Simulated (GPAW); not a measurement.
# Work function of Ga2STe monolayer at several levels, part 2 of 2

Aim: the work function of both faces of Ga2STe monolayer, and its spread over functionals and bases. Where a layer proves gapped, the work function hangs on where the smearing puts the Fermi level, and the band edges take its place.

GPAW 26.7.0; GPAW, PAW setups; layer in a repeated cell with vacuum, relaxation of atoms and in-plane cell (the session's first sound run).

So far, upper work function (eV): step 3 (plane waves, PBE) 5.08; step 4 (RPBE) 4.96; step 5 (revPBE) 4.96.

## (6) OptPBE vdW: xc = "optPBE-vdW"

Level of this step: GPAW, PAW setups; slab in vacuum (GPAW).

The same geometry under optPBE-vdW, to see how far the functional moves the levels against the vacuum (the van der Waals functionals take revPBE setups).

Input file run.py:

```python
import json
import numpy as np
from ase import Atoms
from gpaw import GPAW, PW

slab = Atoms(
    ['Te', 'Ga', 'Ga', 'S'],
    positions=[
        [-0.00000, 2.25149, 8.00000],
        [0.00000, -0.00000, 9.37638],
        [0.00000, 0.00000, 11.85089],
        [-0.00000, 2.25149, 12.81958]],
    cell=[[3.8997, -0.0, 0.0], [-1.94985, 3.37723, 0.0], [0.0, 0.0, 20.8196]],
    pbc=[True, True, False])

slab.calc = GPAW(mode=PW(400), xc='optPBE-vdW', kpts={'size': (9, 9, 1), 'gamma': True},
                 occupations={'name': 'fermi-dirac', 'width': 0.05}, nbands='200%',
                 convergence={'density': 1e-05}, maxiter=200,
                 poissonsolver={'dipolelayer': 'xy'},
                 symmetry={'tolerance': 1e-3}, txt='slab.txt')
result = {}
energy = slab.get_potential_energy()
fermi = slab.calc.get_fermi_level()
v = slab.calc.get_electrostatic_potential().mean((0, 1)) - fermi
n = slab.calc.get_pseudo_density().mean((0, 1))
L = slab.cell[2, 2]
z = np.arange(len(v)) * L / len(v)
low, high = slab.positions[:, 2].min(), slab.positions[:, 2].max()
below, above = np.interp([low - 5.8, high + 5.8], z, v)
slopes = [np.interp(x, z, np.gradient(v, z)) for x in (low - 5.8, high + 5.8)]
eps = np.array([[slab.calc.get_eigenvalues(k, s) for k in range(len(slab.calc.get_ibz_k_points()))]
                for s in range(slab.calc.get_number_of_spins())]) - fermi
top, bottom = eps[eps < 0].max(), eps[eps > 0].min()
dipole = slab.get_dipole_moment()[2]
print(f'energy {energy:.4f} eV, Fermi level {fermi:.4f} eV, dipole {dipole:.5f} e A')
print(f'potential 5.8 A off the faces, from the Fermi level: lower {below:.4f} eV, upper {above:.4f} eV')
print(f'slope of the potential there: lower {slopes[0]:.5f}, upper {slopes[1]:.5f} eV/A')
print(f'nearest levels on the mesh: {top:.4f} and {bottom:.4f} eV')
print('magnetic moment', round(slab.get_magnetic_moment(), 3))
result.update(energy=energy, fermi=fermi, dipole=dipole, below=below, above=above, slopes=slopes, edges=[top, bottom],
              z=z.tolist(), v=v.tolist(), n=n.tolist(), positions=slab.positions.tolist(),
              forces=slab.get_forces(apply_constraint=False).tolist(), moments=slab.get_magnetic_moments().tolist())
json.dump(result, open('result.json', 'w'))
```

Command:

```sh
$ OMP_NUM_THREADS=1 OPENBLAS_NUM_THREADS=1 python run.py
```

The log of the run:

```text
energy -58.0784 eV, Fermi level -1.2792 eV, dipole -0.04852 e A
potential 5.8 A off the faces, from the Fermi level: lower 4.6307 eV, upper 5.2891 eV
slope of the potential there: lower 0.00008, upper -0.00010 eV/A
nearest levels on the mesh: -0.5016 and 0.4661 eV
magnetic moment 0.0
```

Wall time 36 s (1 thread of Arm Neoverse V1, shared host); peak memory 0.37 GiB.

This step gave:

```
dipole along the normal                    : -0.04852 e·Å
levels nearest the Fermi level on the mesh : -0.5016, 0.4661 eV from the Fermi level
upper work function                        : 5.289 eV
lower work function                        : 4.631 eV
upper ionisation energy                    : 5.791 eV
```

The electrostatic potential energy of an electron (without an applied field's), less the Fermi level, planar mean by z:

z (Å), electrostatic potential energy of an electron (without an applied field's), less the Fermi level, planar mean (eV) and a bar from the least value:
```
      0.0        5.0 ##############################
      0.5        4.6 #############################
      1.0        4.6 #############################
      1.5        4.6 #############################
      2.0        4.6 #############################
      2.5        4.6 #############################
      3.0        4.6 #############################
      3.5        4.6 #############################
      4.0        4.6 #############################
      4.5        4.6 #############################
      5.0        4.6 #############################
      5.5        4.6 #############################
      6.0        4.4 #############################
      6.5        3.7 ############################
      7.0        1.2 ########################
      7.5       -7.1 #############
      8.0      -16.8 
      8.5       -9.4 ##########
      9.0       -7.1 #############
      9.5       -8.0 ############
     10.0       -1.3 #####################
     10.5        1.9 #########################
     11.0        0.7 ########################
     11.5       -5.3 ################
     12.0       -9.5 ##########
     12.5      -10.7 ########
     13.0      -10.4 #########
     13.5        0.7 ########################
     14.0        4.2 #############################
     14.5        5.0 ##############################
     15.0        5.2 ##############################
     15.5        5.3 ##############################
     16.0        5.3 ##############################
     16.5        5.3 ##############################
     17.0        5.3 ##############################
     17.5        5.3 ##############################
     18.0        5.3 ##############################
     18.5        5.3 ##############################
     19.0        5.3 ##############################
     19.5        5.3 ##############################
     20.0        5.3 ##############################
     20.5        5.2 ##############################
```

The highest filled level lies 0.502 eV under the Fermi level, so the ionisation energy from the upper face is 5.289 + 0.502 = 5.791 eV, against 5.570 eV in the base run.

## (7) Self-consistent run: xc = "vdW-DF2"

The same geometry under vdW-DF2, to see how far the functional moves the levels against the vacuum (the van der Waals functionals take revPBE setups).

run.py: that of step 6 with these lines changed.

```diff
@@ -15,3 +15,3 @@
 
-slab.calc = GPAW(mode=PW(400), xc='optPBE-vdW', kpts={'size': (9, 9, 1), 'gamma': True},
+slab.calc = GPAW(mode=PW(400), xc='vdW-DF2', kpts={'size': (9, 9, 1), 'gamma': True},
                  occupations={'name': 'fermi-dirac', 'width': 0.05}, nbands='200%',
```

The log of the run:

```text
energy -265.8416 eV, Fermi level -1.3992 eV, dipole -0.05258 e A
potential 5.8 A off the faces, from the Fermi level: lower 4.7799 eV, upper 5.4941 eV
slope of the potential there: lower 0.00001, upper -0.00008 eV/A
nearest levels on the mesh: -0.4524 and 0.4168 eV
magnetic moment 0.0
```

Wall time 36 s (1 thread); peak memory 0.37 GiB.

Numbers from this step:

- dipole along the normal: -0.05258 e·Å
- levels nearest the Fermi level on the mesh: -0.4524, 0.4168 eV from the Fermi level
- upper work function: 5.494 eV
- lower work function: 4.780 eV
- upper ionisation energy: 5.947 eV

The highest filled level lies 0.452 eV under the Fermi level, so the ionisation energy from the upper face is 5.494 + 0.452 = 5.947 eV, against 5.570 eV in the base run.

## (8) Self-consistent run: xc = "LDA"

The same geometry under LDA, to see how far the functional moves the levels against the vacuum.

run.py: that of step 7 with these lines changed.

```diff
@@ -15,3 +15,3 @@
 
-slab.calc = GPAW(mode=PW(400), xc='vdW-DF2', kpts={'size': (9, 9, 1), 'gamma': True},
+slab.calc = GPAW(mode=PW(400), xc='LDA', kpts={'size': (9, 9, 1), 'gamma': True},
                  occupations={'name': 'fermi-dirac', 'width': 0.05}, nbands='200%',
```

The log of the run:

```text
energy -17.1293 eV, Fermi level -1.4670 eV, dipole -0.04601 e A
potential 5.8 A off the faces, from the Fermi level: lower 4.7409 eV, upper 5.3648 eV
slope of the potential there: lower 0.00009, upper -0.00010 eV/A
nearest levels on the mesh: -0.4187 and 0.3832 eV
magnetic moment 0.0
```

The job ended after 24 s (1 thread; peak memory 0.2 GiB).

Numbers from this step:

```
dipole along the normal                    : -0.04601 e·Å
levels nearest the Fermi level on the mesh : -0.4187, 0.3832 eV from the Fermi level
upper work function                        : 5.365 eV
lower work function                        : 4.741 eV
upper ionisation energy                    : 5.783 eV
```

Electrostatic potential energy of an electron (without an applied field's), less the Fermi level, planar mean against z:

| z (Å) | electrostatic potential energy of an electron (without an applied field's), less the Fermi level, planar mean (eV) |
| --- | --- |
| 0.0 | 5.05 |
| 0.5 | 4.74 |
| 1.0 | 4.74 |
| 1.5 | 4.74 |
| 2.0 | 4.74 |
| 2.5 | 4.74 |
| 3.0 | 4.74 |
| 3.5 | 4.74 |
| 4.0 | 4.74 |
| 4.5 | 4.74 |
| 5.0 | 4.73 |
| 5.5 | 4.69 |
| 6.0 | 4.54 |
| 6.5 | 3.91 |
| 7.0 | 1.46 |
| 7.5 | -6.73 |
| 8.0 | -16.5 |
| 8.5 | -9.03 |
| 9.0 | -6.72 |
| 9.5 | -7.60 |
| 10.0 | -0.880 |
| 10.5 | 2.34 |
| 11.0 | 1.12 |
| 11.5 | -4.89 |
| 12.0 | -9.14 |
| 12.5 | -10.4 |
| 13.0 | -10.1 |
| 13.5 | 0.857 |
| 14.0 | 4.35 |
| 14.5 | 5.15 |
| 15.0 | 5.32 |
| 15.5 | 5.35 |
| 16.0 | 5.36 |
| 16.5 | 5.36 |
| 17.0 | 5.36 |
| 17.5 | 5.36 |
| 18.0 | 5.36 |
| 18.5 | 5.36 |
| 19.0 | 5.36 |
| 19.5 | 5.36 |
| 20.0 | 5.36 |
| 20.5 | 5.31 |

The highest filled level lies 0.419 eV under the Fermi level, so the ionisation energy from the upper face is 5.365 + 0.419 = 5.783 eV, against 5.570 eV in the base run.

## (9) Real-space grid: mode = "fd"

A real-space grid is a second complete basis, so it checks the plane-wave result.

run.py: that of step 8 with these lines changed.

```diff
@@ -3,3 +3,3 @@
 from ase import Atoms
-from gpaw import GPAW, PW
+from gpaw import GPAW
 
@@ -15,3 +15,3 @@
 
-slab.calc = GPAW(mode=PW(400), xc='LDA', kpts={'size': (9, 9, 1), 'gamma': True},
+slab.calc = GPAW(mode='fd', h=0.18, xc='PBE', kpts={'size': (9, 9, 1), 'gamma': True},
                  occupations={'name': 'fermi-dirac', 'width': 0.05}, nbands='200%',
```

The log of the run:

```text
energy -14.8547 eV, Fermi level -4.7586 eV, dipole -0.04691 e A
potential 5.8 A off the faces, from the Fermi level: lower 4.4363 eV, upper 5.0808 eV
slope of the potential there: lower -0.00002, upper 0.00001 eV/A
nearest levels on the mesh: -0.4896 and 0.4543 eV
magnetic moment 0.0
```

Run time: 78 s. Hardware: 1 thread; peak memory 0.47 GiB.

This step gave:

```yaml
dipole_along_the_normal: -0.04691 e·Å
levels_nearest_the_fermi_level_on_the_mesh: -0.4896, 0.4543 eV from the Fermi level
upper_work_function: 5.081 eV
lower_work_function: 4.436 eV
upper_ionisation_energy: 5.570 eV
```

The highest filled level lies 0.490 eV under the Fermi level, so the ionisation energy from the upper face is 5.081 + 0.490 = 5.570 eV, against 5.570 eV in the base run.

## (10) Atomic orbitals: mode = "lcao"

Atom-centred orbitals end a few angstrom from the surface, which tests how much the density's tail matters.

run.py: that of step 9 with these lines changed.

```diff
@@ -15,4 +15,4 @@
 
-slab.calc = GPAW(mode='fd', h=0.18, xc='PBE', kpts={'size': (9, 9, 1), 'gamma': True},
-                 occupations={'name': 'fermi-dirac', 'width': 0.05}, nbands='200%',
+slab.calc = GPAW(mode='lcao', basis='dzp', h=0.18, xc='PBE', kpts={'size': (9, 9, 1), 'gamma': True},
+                 occupations={'name': 'fermi-dirac', 'width': 0.05}, nbands='120%',
                  convergence={'density': 1e-05}, maxiter=200,
```

The log of the run:

```text
energy -14.0905 eV, Fermi level -4.6110 eV, dipole -0.05931 e A
potential 5.8 A off the faces, from the Fermi level: lower 4.2035 eV, upper 5.0184 eV
slope of the potential there: lower 0.00000, upper 0.00000 eV/A
nearest levels on the mesh: -0.5346 and 0.4992 eV
magnetic moment 0.0
```

It took 67 s on 1 thread; peak memory 0.32 GiB.

This step gave:

- dipole along the normal: -0.05931 e·Å
- levels nearest the Fermi level on the mesh: -0.5346, 0.4992 eV from the Fermi level
- upper work function: 5.018 eV
- lower work function: 4.204 eV
- upper ionisation energy: 5.553 eV

Table of electrostatic potential energy of an electron (without an applied field's), less the Fermi level, planar mean by z:

| z (Å) | electrostatic potential energy of an electron (without an applied field's), less the Fermi level, planar mean (eV) |
| --- | --- |
| 0.0 | 4.61 |
| 0.5 | 4.20 |
| 1.0 | 4.20 |
| 1.5 | 4.20 |
| 2.0 | 4.20 |
| 2.5 | 4.20 |
| 3.0 | 4.20 |
| 3.5 | 4.20 |
| 4.0 | 4.20 |
| 4.5 | 4.20 |
| 5.0 | 4.20 |
| 5.5 | 4.19 |
| 6.0 | 4.10 |
| 6.5 | 3.55 |
| 7.0 | 1.13 |
| 7.5 | -7.13 |
| 8.0 | -17.1 |
| 8.5 | -9.67 |
| 9.0 | -7.29 |
| 9.5 | -8.11 |
| 10.0 | -1.28 |
| 10.5 | 1.98 |
| 11.0 | 0.755 |
| 11.5 | -5.31 |
| 12.0 | -9.59 |
| 12.5 | -10.9 |
| 13.0 | -10.5 |
| 13.5 | 0.591 |
| 14.0 | 4.14 |
| 14.5 | 4.88 |
| 15.0 | 5.00 |
| 15.5 | 5.02 |
| 16.0 | 5.02 |
| 16.5 | 5.02 |
| 17.0 | 5.02 |
| 17.5 | 5.02 |
| 18.0 | 5.02 |
| 18.5 | 5.02 |
| 19.0 | 5.02 |
| 19.5 | 5.02 |
| 20.0 | 5.02 |
| 20.5 | 5.02 |

The highest filled level lies 0.535 eV under the Fermi level, so the ionisation energy from the upper face is 5.018 + 0.535 = 5.553 eV, against 5.570 eV in the base run.

## (11) Cost and result by level

Times are for 1 thread of Arm Neoverse V1, shared host. The runs compared:

| no. | run | upper ionisation energy (eV) | time | memory (GiB) |
| --- | --- | --- | --- | --- |
| 1 | pw | 5.570 | 27 s | 0.2 |
| 2 | RPBE | 5.496 | 27 s | 0.2 |
| 3 | revPBE | 5.488 | 27 s | 0.2 |
| 4 | optPBE vdW | 5.791 | 36 s | 0.37 |
| 5 | vdW DF2 | 5.947 | 36 s | 0.37 |
| 6 | LDA | 5.783 | 24 s | 0.2 |
| 7 | fd | 5.570 | 78 s | 0.47 |
| 8 | lcao | 5.553 | 67 s | 0.32 |

## (12) Side by side

Results and costs are gathered.

This step: comparison of work functions, dipole and cost (GPAW 26.7.0).

Ladder, by row:

| step | code | work function, upper (eV) | work function, lower (eV) | dipole (e Å) | wall time (s) | peak memory (GiB) | threads |
| --- | --- | --- | --- | --- | --- | --- | --- |
| pw | GPAW | 5.08 | 4.433 | -0.04767 | 26.62 | 0.2 | 1 |
| RPBE | GPAW | 4.962 | 4.309 | -0.04813 | 27.47 | 0.2 | 1 |
| revPBE | GPAW | 4.963 | 4.315 | -0.04773 | 27.19 | 0.2 | 1 |
| optPBE-vdW | GPAW | 5.289 | 4.631 | -0.04852 | 36.24 | 0.37 | 1 |
| vdW-DF2 | GPAW | 5.494 | 4.78 | -0.05258 | 35.59 | 0.37 | 1 |
| LDA | GPAW | 5.365 | 4.741 | -0.04601 | 24.18 | 0.2 | 1 |
| fd | GPAW | 5.081 | 4.436 | -0.04691 | 77.79 | 0.47 | 1 |
| lcao | GPAW | 5.018 | 4.204 | -0.05931 | 67.47 | 0.32 | 1 |

## (13) Outcome

```yaml
work_function_upper_and_lower_face_fermi_level_placed_in_the_gap_by_the_smearing: 5.080 and 4.433 eV
ionisation_energy_from_the_upper_face_highest_filled_level_on_the_mesh: 5.57 eV
electron_affinity_from_the_upper_face_lowest_empty_kohn_sham_level_on_the_mesh: 4.62 eV
dipole_along_the_normal: -0.0477 e Å
```

What this shows: With plane waves and PBE the ionisation energy from the upper face is 5.57 eV and the Kohn-Sham electron affinity 4.62 eV. The two faces differ by 0.65 eV, the step that the slab's dipole makes (e p/(ε0 A) gives 0.65 eV), so the dipole layer is needed. The levels nearest the Fermi level on the mesh lie 0.945 eV apart, so the slab is gapped there: the smearing puts the Fermi level inside the gap, and from either face the ionisation energy is the work function plus 0.49 eV. Both are Kohn-Sham levels on the mesh, and semilocal gaps are too small, so the affinity tends to come out too large and the ionisation energy too small. Work functions of a gapped slab move with the place of the Fermi level in the gap; over the runs without a planted fault the highest filled level on the mesh lies 5.49 (revPBE) to 5.95 eV (vdW-DF2) under the upper vacuum level. With elements this heavy, spin-orbit coupling can move band edges by tenths of an eV. The relaxation of atoms and cell ran in a fully periodic cell without the dipole layer, so the atoms of this polar layer felt a small spurious field. The layer's cell and atoms come from the relaxation; spin-orbit coupling and temperature are left out.

[Logs are printed without paths, hosts, clocks, repeated set-up lines and the standing remarks that a program may print on its own settings, such as how far it seeks lower states.]

[Hosts, paths, dates, database ids (printed as entryN), source tags and the programs' standing remarks are cut or masked in the printed files.]
